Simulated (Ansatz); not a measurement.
## K on Ni(100): change of the work function

How does K on the hollow site change the work function of Ni(100) as the layer fills?

Main program and level: Ansatz 0.2.0; plane-wave DFT, PBE, Ansatz PAW.

**1. The structure**

The cell holds 4 atoms: 4 Ni. Cell: a = 2.489 Å, b = 2.489 Å, c = 23.280 Å, α = 90.0°, β = 90.0°, γ = 90.0°. Vacuum lies along c.

**2. The clean slab**

The bare slab comes first, as the zero from which every change is counted. The two lowest layers are held at bulk places and the upper ones relax. The dipole correction removes the false field that a one-sided slab makes across the periodic vacuum, so each face gets a flat vacuum level of its own.

The input, input.yaml:

```yaml
crystal:
  lattice:
    - [2.4890158698, 0.0, 0.0]
    - [0.0, 2.4890158698, 0.0]
    - [0.0, 0.0, 23.28]
  atoms:
    - { symbol: Ni, position: [0.5, 0.5, 0.3865979381], spin: 0.7 }
    - { symbol: Ni, position: [0.0, 0.0, 0.4621993127], spin: 0.7 }
    - { symbol: Ni, position: [0.5, 0.5, 0.5378006873], spin: 0.7 }
    - { symbol: Ni, position: [0.0, 0.0, 0.6134020619], spin: 0.7 }
magnetization:
  spin_polarized: true
kpoints:
  mp_grid: { grid: [12, 12, 1] }
hamiltonian:
  xc: pbe
scf:
  occupations: { method: fermi_dirac, width: 0.1 }
  convergence: { dr2_threshold: 1.0e-08 }
efield:
  axis: 3
  dipole_correction: true
  ramp_position: 0.97
  ramp_width: 0.06
relax:
  f_tol: 0.02
  max_steps: 60
  constraints: [{ sites: [0, 1] }]
output:
  write_potential: true
  write_density: true
  volumetric_format: npy
```

Launch:

```console
$ ansatz run input.yaml --threads 4 --pin off --max-ram 16384MiB --backend cpu --events-out ev --progress --plain --runs-dir out
```

Numbers of over 12 decimals in the logs are rounded to 6 here.

What it wrote:

```text
Engine: ansatz 0.2.0, aarch64-unknown-linux-gnu
Pseudopotentials: kind: paw
Pseudopotential: Ni, paw, valence charge 18, recommended cutoff 420 eV (normal), Ni.paw.azcp
Functional definition: PBE
  parameter kappa = 0.804
  parameter beta = 0.066725
  exchange = pbe_x(kappa = kappa, mu = beta*pi^2/3)
  correlation = pbe_c(beta = beta)
Crystal: 4 atoms, lattice volume = 144.224 Å³
Basis set: ecut = 420 eV, 2797 PW (Γ), exchange–correlation on 36×36×320 points (8 copies of the dense FFT grid, shifted against one another)
Bands: 45, of which v1, the nominal top of the filled ones, is band 36 counted from 1 (35 counted from 0)
Symmetry: 8 space group operations
k-points: 28 of 144
Non-local potential: Ni, projectors of the file, l = 0: 3, l = 1: 2, l = 2: 3, l = 3: 1
PAW form: soft (Blöchl's): semilocal exchange-correlation on the pseudo side does not see the compensation charge
PAW one-centre angular grid: Ni, 590 points (default); XC on 64 Gauss nodes
Initial density: superposition of atomic densities (neutral atoms: chi_scale 0, normalization atom)
Starting moments: Σ|m| = 2.8 μB on 4 of 4 sites
Initial wavefunctions: pseudopotential atomic-orbital guess
Functional: x = pbe(κ = 0.804, μ = 0.219515), c = pbe(β = 0.066725)
SCF iter   1: F=—  HF=-23353.273584 eV  |F-HF|=—  |Δ(HF+E_count)|=         —  Δρ=2.27e-2 (↑1.48e-2 ↓2.27e-2)  dr2=3.71e0  dr2_m=2.44e-1  M=2.982 μB ∫|m|=3.119 μB  β_m=1.00  ethr=3.10e-3  p=-0.000 e·Å  D=-6.64e-14 V/Å  ΔV_dip=0.00 eV  dr2_dipole=1.59e-8  V_vac-E_F(+/−)=7.12/7.12 eV  ⟨swp⟩=12.1  Hψ=13190  notcnv=0  defer=20
Mixer restart at iter 1: flushing history
efield: sawtooth ramp at fractional position 0.9700 (set: `efield.ramp_position`, or a place that a band, a saddle search or an elastic batch's reference lends), width 0.0600; the density the first Hamiltonian is built on has a dipole p = -0.000 e·Å; the dipole correction subtracts the counter field D = -6.64e-14 V/Å, which shifts the + side's vacuum level by +0.00 eV against the − side's; the planar-averaged density in the ramp window peaks in size at 2.1e-5 e/Å³
preconditioner: auto → LDOS  [metal: Δε(μ)=0.011 eV  Ē_g=6.947 eV  σ=0.100 eV  W_gap=0.03  n_scr=18 (ndim 8)  ℏωp=19.6 eV  f_vac=0.627  D(μ)=8.52/eV (n_scr^D=84)]
spin=Collinear: LDOS preconditioning applied to the charge; magnetization (m = ρ↑ − ρ↓) channel mixes plain (no charge-response kernel on spin).
SCF iter   2: F=—  HF=-23353.965802 eV  |F-HF|=—  |Δ(HF+E_count)|=   6.92e-1  Δρ=1.21e-2 (↑1.21e-2 ↓9.33e-3)  dr2=7.32e-1  dr2_m=5.55e-3  M=2.942 μB ∫|m|=3.205 μB  β_m=0.33  ethr=3.10e-3  p=-0.000 e·Å  D=-5.03e-4 V/Å  ΔV_dip=0.01 eV  dr2_dipole=3.44e-4  V_vac-E_F(+/−)=6.25/6.24 eV  ⟨swp⟩=2.6  Hψ=4391  notcnv=0  defer=71
density mixer auto → msr1: a metal under ldos (density of states about μ 3.98 of a free-electron gas's, 18 screened modes)
SCF iter   3: F=—  HF=-23355.551918 eV  |F-HF|=—  |Δ(HF+E_count)|=    1.59e0  Δρ=4.88e-3 (↑4.88e-3 ↓4.71e-3)  dr2=1.34e-1  dr2_m=2.77e-3  M=2.939 μB ∫|m|=3.247 μB  β_m=0.46  ethr=1.02e-3  p=0.000 e·Å  D=3.79e-5 V/Å  ΔV_dip=-0.00 eV  dr2_dipole=3.40e-4  V_vac-E_F(+/−)=5.73/5.73 eV  ⟨swp⟩=3.0  Hψ=4152  notcnv=0  defer=71
SCF iter   4: F=—  HF=-23356.854318 eV  |F-HF|=—  |Δ(HF+E_count)|=         —  Δρ=5.23e-3 (↑4.55e-3 ↓5.23e-3)  dr2=8.94e-2  dr2_m=2.31e-3  M=2.908 μB ∫|m|=3.268 μB  β_m=0.46  ethr=1.86e-4  p=0.000 e·Å  D=3.25e-4 V/Å  ΔV_dip=-0.01 eV  dr2_dipole=2.72e-4  V_vac-E_F(+/−)=5.25/5.26 eV  ⟨swp⟩=3.1  Hψ=4802  notcnv=0  defer=73
SCF iter   5: F=—  HF=-23357.159715 eV  |F-HF|=—  |Δ(HF+E_count)|=   3.05e-1  Δρ=4.07e-3 (↑1.37e-3 ↓4.07e-3)  dr2=2.79e-2  dr2_m=4.11e-3  M=2.834 μB ∫|m|=3.203 μB  β_m=0.73  ethr=1.24e-4  p=0.000 e·Å  D=4.54e-4 V/Å  ΔV_dip=-0.01 eV  dr2_dipole=8.32e-6  V_vac-E_F(+/−)=5.09/5.10 eV  ⟨swp⟩=2.2  Hψ=4058  notcnv=0  defer=82
SCF iter   6: F=—  HF=-23357.242206 eV  |F-HF|=—  |Δ(HF+E_count)|=   8.25e-2  Δρ=3.24e-3 (↑1.11e-3 ↓3.24e-3)  dr2=1.63e-2  dr2_m=1.92e-3  M=2.757 μB ∫|m|=3.129 μB  β_m=0.87  ethr=3.88e-5  p=0.000 e·Å  D=5.28e-6 V/Å  ΔV_dip=-0.00 eV  dr2_dipole=5.76e-6  V_vac-E_F(+/−)=4.96/4.96 eV  ⟨swp⟩=2.1  Hψ=4145  notcnv=0  defer=90
SCF iter   7: F=—  HF=-23357.242451 eV  |F-HF|=—  |Δ(HF+E_count)|=   2.45e-4  Δρ=1.82e-3 (↑1.56e-3 ↓1.82e-3)  dr2=9.87e-3  dr2_m=8.37e-5  M=2.755 μB ∫|m|=3.127 μB  β_m=0.66  ethr=2.26e-5  p=0.000 e·Å  D=3.27e-4 V/Å  ΔV_dip=-0.01 eV  dr2_dipole=7.54e-5  V_vac-E_F(+/−)=4.88/4.89 eV  ⟨swp⟩=2.4  Hψ=4725  notcnv=0  defer=98
SCF iter   8: F=—  HF=-23357.240247 eV  |F-HF|=—  |Δ(HF+E_count)|=   2.20e-3  Δρ=2.55e-4 (↑1.49e-4 ↓2.55e-4)  dr2=1.70e-4  dr2_m=2.56e-5  M=2.755 μB ∫|m|=3.126 μB  β_m=0.74  ethr=1.37e-5  p=-0.000 e·Å  D=-1.23e-5 V/Å  ΔV_dip=0.00 eV  dr2_dipole=2.02e-6  V_vac-E_F(+/−)=4.91/4.91 eV  ⟨swp⟩=2.0  Hψ=3863  notcnv=0  defer=95
SCF iter   9: F=—  HF=-23357.240285 eV  |F-HF|=—  |Δ(HF+E_count)|=   3.76e-5  Δρ=2.28e-4 (↑1.75e-4 ↓2.28e-4)  dr2=8.95e-5  dr2_m=2.42e-5  M=2.752 μB ∫|m|=3.123 μB  β_m=0.72  ethr=2.35e-7  p=0.000 e·Å  D=1.30e-4 V/Å  ΔV_dip=-0.00 eV  dr2_dipole=5.69e-6  V_vac-E_F(+/−)=4.89/4.89 eV  ⟨swp⟩=3.1  Hψ=5271  notcnv=0  defer=95
SCF iter  10: F=—  HF=-23357.240274 eV  |F-HF|=—  |Δ(HF+E_count)|=   1.09e-5  Δρ=1.36e-4 (↑1.03e-4 ↓1.36e-4)  dr2=4.25e-5  dr2_m=4.06e-6  M=2.751 μB ∫|m|=3.123 μB  β_m=0.67  ethr=1.24e-7  p=-0.000 e·Å  D=-5.54e-5 V/Å  ΔV_dip=0.00 eV  dr2_dipole=1.87e-7  V_vac-E_F(+/−)=4.88/4.88 eV  ⟨swp⟩=2.4  Hψ=4528  notcnv=0  defer=95
SCF iter  11: F=—  HF=-23357.240265 eV  |F-HF|=—  |Δ(HF+E_count)|=   9.06e-6  Δρ=4.36e-5 (↑3.22e-5 ↓4.36e-5)  dr2=6.02e-6  dr2_m=2.16e-7  M=2.751 μB ∫|m|=3.123 μB  β_m=0.74  ethr=5.90e-8  p=-0.000 e·Å  D=-1.22e-5 V/Å  ΔV_dip=0.00 eV  dr2_dipole=2.13e-7  V_vac-E_F(+/−)=4.88/4.88 eV  ⟨swp⟩=2.1  Hψ=3389  notcnv=0  defer=95
SCF iter  12: F=—  HF=-23357.240265 eV  |F-HF|=—  |Δ(HF+E_count)|=   8.11e-7  Δρ=7.83e-6 (↑5.13e-6 ↓7.83e-6)  dr2=2.13e-7  dr2_m=3.28e-8  M=2.751 μB ∫|m|=3.123 μB  β_m=0.71  ethr=8.36e-9  p=-0.000 e·Å  D=-6.07e-7 V/Å  ΔV_dip=0.00 eV  dr2_dipole=4.93e-9  V_vac-E_F(+/−)=4.88/4.88 eV  ⟨swp⟩=2.5  Hψ=4576  notcnv=0  defer=95
SCF iter  13: F=—  HF=-23357.240266 eV  |F-HF|=—  |Δ(HF+E_count)|=   2.53e-7  Δρ=4.72e-6 (↑3.25e-6 ↓4.72e-6)  dr2=1.06e-8  dr2_m=1.72e-8  M=2.751 μB ∫|m|=3.123 μB  β_m=0.85  ethr=2.96e-10  p=-0.000 e·Å  D=-1.92e-7 V/Å  ΔV_dip=0.00 eV  dr2_dipole=6.69e-11  V_vac-E_F(+/−)=4.88/4.88 eV  ⟨swp⟩=2.6  Hψ=4081  notcnv=0  defer=95
[...]
spin=Collinear: LDOS preconditioning applied to the charge; magnetization (m = ρ↑ − ρ↓) channel mixes plain (no charge-response kernel on spin).
SCF iter   2: F=—  HF=-23357.251606 eV  |F-HF|=—  |Δ(HF+E_count)|=   2.08e-3  Δρ=4.93e-4 (↑4.93e-4 ↓4.31e-4)  dr2=2.42e-3  dr2_m=1.26e-5  M=2.753 μB ∫|m|=3.125 μB  β_m=0.33  ethr=1.74e-5  p=0.001 e·Å  D=8.92e-4 V/Å  ΔV_dip=-0.02 eV  dr2_dipole=6.01e-4  V_vac-E_F(+/−)=4.85/4.87 eV  ⟨swp⟩=2.0  Hψ=4020  notcnv=0  defer=97
density mixer auto → msr1: a metal under ldos (density of states about μ 3.61 of a free-electron gas's, 18 screened modes)
SCF iter   3: F=—  HF=-23357.251435 eV  |F-HF|=—  |Δ(HF+E_count)|=   1.70e-4  Δρ=4.88e-4 (↑4.88e-4 ↓2.49e-4)  dr2=7.45e-4  dr2_m=9.23e-5  M=2.753 μB ∫|m|=3.125 μB  β_m=0.45  ethr=3.36e-6  p=0.001 e·Å  D=1.05e-3 V/Å  ΔV_dip=-0.02 eV  dr2_dipole=1.32e-4  V_vac-E_F(+/−)=4.85/4.87 eV  ⟨swp⟩=1.7  Hψ=2899  notcnv=0  defer=97
SCF iter   4: F=—  HF=-23357.251505 eV  |F-HF|=—  |Δ(HF+E_count)|=   7.03e-5  Δρ=2.40e-4 (↑2.32e-4 ↓2.40e-4)  dr2=9.17e-5  dr2_m=6.34e-5  M=2.751 μB ∫|m|=3.123 μB  β_m=0.53  ethr=1.03e-6  p=0.000 e·Å  D=5.67e-4 V/Å  ΔV_dip=-0.01 eV  dr2_dipole=1.16e-5  V_vac-E_F(+/−)=4.86/4.88 eV  ⟨swp⟩=1.7  Hψ=3009  notcnv=0  defer=97
SCF iter   5: F=—  HF=-23357.251553 eV  |F-HF|=—  |Δ(HF+E_count)|=   4.73e-5  Δρ=1.13e-4 (↑1.13e-4 ↓1.13e-4)  dr2=1.01e-5  dr2_m=1.59e-5  M=2.750 μB ∫|m|=3.121 μB  β_m=0.77  ethr=1.27e-7  p=0.000 e·Å  D=2.75e-4 V/Å  ΔV_dip=-0.01 eV  dr2_dipole=3.83e-6  V_vac-E_F(+/−)=4.88/4.88 eV  ⟨swp⟩=2.0  Hψ=4028  notcnv=0  defer=97
SCF iter   6: F=—  HF=-23357.251569 eV  |F-HF|=—  |Δ(HF+E_count)|=   1.68e-5  Δρ=7.85e-5 (↑5.67e-5 ↓7.85e-5)  dr2=3.06e-5  dr2_m=6.48e-7  M=2.749 μB ∫|m|=3.121 μB  β_m=0.66  ethr=1.40e-8  p=0.000 e·Å  D=1.79e-5 V/Å  ΔV_dip=-0.00 eV  dr2_dipole=5.26e-6  V_vac-E_F(+/−)=4.88/4.88 eV  ⟨swp⟩=2.9  Hψ=5168  notcnv=0  defer=97
SCF iter   7: F=—  HF=-23357.251567 eV  |F-HF|=—  |Δ(HF+E_count)|=   2.72e-6  Δρ=2.43e-5 (↑2.43e-5 ↓2.06e-5)  dr2=3.46e-6  dr2_m=1.90e-7  M=2.749 μB ∫|m|=3.120 μB  β_m=0.58  ethr=1.40e-8  p=0.000 e·Å  D=3.63e-5 V/Å  ΔV_dip=-0.00 eV  dr2_dipole=8.58e-7  V_vac-E_F(+/−)=4.88/4.88 eV  ⟨swp⟩=2.1  Hψ=4407  notcnv=0  defer=97
SCF iter   8: F=—  HF=-23357.251567 eV  |F-HF|=—  |Δ(HF+E_count)|=   1.71e-7  Δρ=1.64e-5 (↑7.45e-6 ↓1.64e-5)  dr2=4.31e-7  dr2_m=7.83e-8  M=2.749 μB ∫|m|=3.120 μB  β_m=0.56  ethr=4.80e-9  p=0.000 e·Å  D=4.07e-5 V/Å  ΔV_dip=-0.00 eV  dr2_dipole=1.86e-8  V_vac-E_F(+/−)=4.88/4.88 eV  ⟨swp⟩=2.3  Hψ=3810  notcnv=0  defer=97
SCF iter   9: F=—  HF=-23357.251567 eV  |F-HF|=—  |Δ(HF+E_count)|=   2.09e-7  Δρ=6.24e-6 (↑6.24e-6 ↓6.00e-6)  dr2=8.28e-8  dr2_m=2.06e-8  M=2.748 μB ∫|m|=3.120 μB  β_m=0.54  ethr=5.99e-10  p=0.000 e·Å  D=3.78e-5 V/Å  ΔV_dip=-0.00 eV  dr2_dipole=2.72e-9  V_vac-E_F(+/−)=4.88/4.88 eV  ⟨swp⟩=2.8  Hψ=4699  notcnv=0  defer=97
SCF iter  10: F=—  HF=-23357.251567 eV  |F-HF|=—  |Δ(HF+E_count)|=   6.34e-9  Δρ=4.09e-6 (↑1.47e-6 ↓4.09e-6)  dr2=1.12e-8  dr2_m=8.04e-9  M=2.748 μB ∫|m|=3.120 μB  β_m=0.58  ethr=1.15e-10  p=0.000 e·Å  D=4.37e-5 V/Å  ΔV_dip=-0.00 eV  dr2_dipole=1.51e-10  V_vac-E_F(+/−)=4.88/4.88 eV  ⟨swp⟩=2.6  Hψ=4378  notcnv=0  defer=97
SCF iter  11: F=—  HF=-23357.251567 eV  |F-HF|=—  |Δ(HF+E_count)|=   2.99e-8  Δρ=1.39e-6 (↑1.36e-6 ↓1.39e-6)  dr2=4.68e-9  dr2_m=1.47e-9  M=2.748 μB ∫|m|=3.120 μB  β_m=0.55  ethr=1.56e-11  p=0.000 e·Å  D=4.29e-5 V/Å  ΔV_dip=-0.00 eV  dr2_dipole=9.23e-10  V_vac-E_F(+/−)=4.88/4.88 eV  ⟨swp⟩=2.4  Hψ=4299  notcnv=0  defer=97
SCF iter  12: F=-23357.251567 eV  HF=-23357.251567 eV  |F-HF|=5.46e-10  |Δ(HF+E_count)|=  4.22e-10  Δρ=7.51e-7 (↑2.52e-7 ↓7.51e-7)  dr2=3.17e-9  dr2_m=1.71e-10  M=2.748 μB ∫|m|=3.120 μB  ethr=6.50e-12  p=0.000 e·Å  D=4.46e-5 V/Å  ΔV_dip=-0.00 eV  dr2_dipole=5.60e-10  V_vac-E_F(+/−)=4.88/4.88 eV  ⟨swp⟩=6.8  Hψ=16903  notcnv=0
SCF 3 converged in 12 iterations: F = -23357.251567 eV  dr2 = 3.17e-9
  greatest PAW one-centre occupation: 1.001 electrons in one spin orbital (limit 2), on the Ni atom at site 3 (counted from 0), in its partial waves of l = 1
relax step   3: F+E_penalty+E_count = -23357.25156682 eV  Δ(F+E_penalty+E_count) = -4.782e-3 eV  max|allowed force component| = 1.641e-2 eV/Å  Δτ_max = 0.0268 Å  (12 SCF iters, accepted)
NSCF: frozen V_eff on 28 k-points
the band table was solved once a step of the walk had ended and its energy, with any forces and stress, was formed, with the checks that follow a solve (14613 applications of the Hamiltonian). They found nothing against the state; the energy, forces and stress were not computed again (output.eigenvalues in the input reference)
WARN: The output density's exchange-correlation potential varies sharply where the density is thin. Do not read a vacuum level from v_tot or v_xc, or from such a field of the output density. On a cell that repeats whose density bears no net charge and no dipole along the vacuum's axis use v_es (v_loc + v_h of the components); under efield.dipole_correction with no amplitude use v_es + v_field, which holds any externa [...]
SCF converged after 12 iterations
Magnetization: 2.7484 μB (37.3742 up, 34.6258 down)
Absolute magnetization: 3.1226 μB (∫|ρ↑−ρ↓|, with the PAW one-centre terms)
Spin contamination: 0.0390 ħ² per cell (⟨S²⟩ above its minimum at these occupations)
Per-site moments (μB) at R_I (Å): [(0.762882, 1.026719), (0.693008, 1.026719), (0.696430, 1.007501), (0.757957, 1.007501)]
Free energy (F): -23357.251567 eV
Harris-Foulkes:  -23357.251567 eV  (|F-HF|=5.46e-10)
Internal energy: -23357.011351 eV  (E = F + TS)
E sigma→0 (E₀):  -23357.131459 eV
Entropy (-TS):   -0.240216 eV (-60.054 meV/atom)
Fermi energy:    2.140071 eV
Dipole field:    D = 0.000007 V/Å  (p = 0.000006 e·Å, saw-weighted, corrected)
Work function:   Φ+ = 4.8828 eV   Φ− = 4.8830 eV
Levels:          The Fermi level and band energies are counted from a zero that moves with the ramp; work functions are not
--- Per-component energies (eV) ---
  E_band       = -2276.906321
  E_kinetic    = 1125.839521
  E_local      = -160320.726058  (includes V_loc(G=0)·N_el)
  E_nonlocal   = 2550.732742
  E_hartree    = 78456.156364
  E_xc         = -335.347096
  E_vxc        = -432.080370  (∫ρ·V_xc dr)
  E_paw        = -6525.524441  (= ΣΔE_a)
  E_vpaw       = -2112.983663  (= ΣTr[D̂ρ^β])
  E_aug_tail   = 0.002110  (compensation charges beyond the density's cutoff)
  E_efield     = 0.000000  (sawtooth field / dipole correction)
  E_vefield    = 0.000003  (∫n·V_field dr)
  E_ewald      = 61691.855507
  E_smearing   = -0.240216  (= −TS)
  E_closure    = 0.000000  (closes the sum)
  Σ components = -23357.251567   (vs F -23357.251567, Δ=0.00e0)
--- Forces (eV/Å), atoms counted from 1 ---
  atom   1  Ni    -0.00000000     0.00000000     0.33191270
  atom   2  Ni    -0.00000000     0.00000000    -0.32933477
  atom   3  Ni    -0.00000000     0.00000000    -0.01641471
  atom   4  Ni     0.00000000     0.00000000     0.01384867
  max |Σ_I F_I| component: 1.19e-5 eV/Å
--- Band table (eV; the first three rows and the last of 56) ---
  k-point 0 ↑: bands = [... 32 lower, 1.1728, 1.2119, 1.2119, 1.4613, 1.5649, 1.5845, 1.5845, 2.2601, ... 5 higher]
  k-point 1 ↑: bands = [... 32 lower, 0.9720, 1.0134, 1.3137, 1.3535, 1.3948, 1.5289, 1.6083, 2.6289, ... 5 higher]
  k-point 2 ↑: bands = [... 32 lower, 0.8601, 0.8667, 1.2735, 1.3092, 1.4367, 1.5181, 1.6057, 3.3597, ... 5 higher]
  k-point 27 ↓: bands = [... 32 lower, 2.4956, 2.5557, 2.7827, 2.8183, 5.6265, 5.6265, 8.0826, 8.0826, ... 5 higher]
--- Relaxed structure (3 steps of the walk, 3 accepted, 0 SCFs on fresh bases) ---
  F+E_penalty+E_count = -23357.25156682 eV   max|allowed force component| = 1.641e-2 eV/Å
  atoms:
    - { symbol: Ni, position: [0.5, 0.5, 0.386598] }
    - { symbol: Ni, position: [0.0, 0.0, 0.4621993127] }
    - { symbol: Ni, position: [0.5, 0.5, 0.538752] }
    - { symbol: Ni, position: [0, 0.0, 0.611496] }
```

The job ended after 44 s (4 threads of Arm Neoverse V1, shared host; peak memory 0.6 GiB; 2.8 min of CPU time).

Step by step:

```
step  energy less that of the first step (eV)  largest force component (eV/Å)
   1                                   0.0000                          0.3940
   2                                  -0.0065                          0.2673
   3                                  -0.0113                          0.0164
```

The run keeps the 8 symmetry operations that it works with, so distortions that break them were not tested.

The atoms that moved most (Å):

```
atom     dx     dy      dz  length
 Ni4  0.000  0.000  -0.044   0.044
 Ni3  0.000  0.000   0.022   0.022
```

The relaxed structure:

```xyz
4
Lattice="2.4890 0.0000 0.0000 0.0000 2.4890 0.0000 0.0000 0.0000 23.2800" Properties=species:S:1:pos:R:3
Ni    1.2445    1.2445    9.0000
Ni    0.0000    0.0000   10.7600
Ni    1.2445    1.2445   12.5421
Ni    0.0000    0.0000   14.2356
```

This step gave:

| Quantity | Value |
| --- | --- |
| energy at zero smearing | -23357.1315 eV |
| total moment | 2.748 μB |
| site moments | 0.7629, 0.6930, 0.6964, 0.7580 μB |
| work function, upper face | 4.883 eV |
| dipole along the normal | 5.64e-6 e·Å |

Running mean over 1.76 Å of the planar mean; the ramp of the sawtooth is left out. Table of electron's electrostatic potential energy less the Fermi level by z:

```
z (Å)  electron's electrostatic potential energy less the Fermi level (eV)
    3                                                                 4.88
    4                                                                 4.88
    5                                                                 4.88
    6                                                                 4.84
    7                                                                 4.38
    8                                                                -1.70
    9                                                                -9.86
   10                                                                -10.3
   11                                                                -10.3
   12                                                                -10.2
   13                                                                -10.9
   14                                                                -10.5
   15                                                                -4.60
   16                                                                 3.97
   17                                                                 4.81
   18                                                                 4.88
   19                                                                 4.88
   20                                                                 4.88
```

Site moment by atom:

```
atom  site moment (μB)
 Ni1             0.763
 Ni2             0.693
 Ni3             0.696
 Ni4             0.758
```

The relaxation took 3 steps and lowered the energy by 0.011 eV; the largest force on the free atoms ends at 0.016 eV/Å.

The work function of the upper face is 4.88 eV.

(Part 1 of 4 ends here.)

[Logs are printed without paths, hosts, clocks, repeated set-up lines and the standing remarks that a program may print on its own settings, such as how far it seeks lower states.]

[Hosts, paths, dates, database ids (printed as entryN), source tags and the programs' standing remarks are cut or masked in the printed files.]

[Maps of the electrostatic potential energy from Ansatz leave out the sawtooth potential of an applied field or a dipole correction, so their vacuum need not be flat; planar profiles and work functions include it.]
